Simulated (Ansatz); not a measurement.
# PdCu3: which shell does photoemission see at 60 and 5414.7 eV? (LDA)

The valence band of PdCu3 mixes several shells. Work out by hand which one leads the spectrum's area at each photon energy.

Filled states come from the projected DOS of Ansatz 0.2.0 (LDA, plane waves); cross sections σ and asymmetry parameters β are those of free atoms in a Dirac–Hartree–Slater calculation. A shell's area is states × σ × angular factor, which is 1 − β·P₂(cos θ)/2 for unpolarised light, with θ = 54.7° from the beam and P₂ = 0.001.

**At 60 eV** (states counted from 10.2 eV below the zero; other shells add 0.0031 to the products' sum of 39.6):

| shell | filled states a cell | cross section (Mb an electron) | β | angular factor | product | share by hand (%) | share in the simulated spectrum (%) |
| --- | --- | --- | --- | --- | --- | --- | --- |
| Pd 4d | 9.50 | 1.05 | 1.16 | 1.00 | 9.94 | 25 | 25 |
| Cu 4s | 3.31 | 0.0279 | 2.00 | 1.00 | 0.0924 | 0 | 0 |
| Cu 3d | 29.43 | 1.01 | 0.34 | 1.00 | 29.6 | 75 | 75 |

**At 5414.7 eV** (states counted from 10.2 eV below the zero; other shells add 2.2e-06 to the products' sum of 0.00048):

```
shell  filled states a cell  cross section (Mb an electron)     β  angular factor   product  share by hand (%)  share in the simulated spectrum (%)
Pd 4d                  9.50                        2.65e-05  0.86            1.00  0.000252                 52                                   52
Cu 4s                  3.31                        1.91e-05  2.00            1.00  6.32e-05                 13                                   13
Cu 3d                 29.43                        5.54e-06  0.51            1.00  0.000163                 34                                   34
```

Cu 3d leads at 60 eV and Pd 4d at 5414.7 eV. Between the two energies σ of Cu 3d changes by a factor 5.5e-6 and that of Pd 4d by 2.5e-5, so their ratio moves 4.6-fold in favour of the second. The simulated spectrum uses the same rule on the energy-resolved DOS, so the two share columns agree within a few points.

Only crystals where the two columns agree within 4 points and the lead is clear are worked in this form. Free-atom cross sections ignore the solid's final states, no escape depth or background enters, and the count of states a shell hangs on the projection.

[Logs are printed without paths, hosts, clocks, repeated set-up lines and the standing remarks that a program may print on its own settings, such as how far it seeks lower states.]
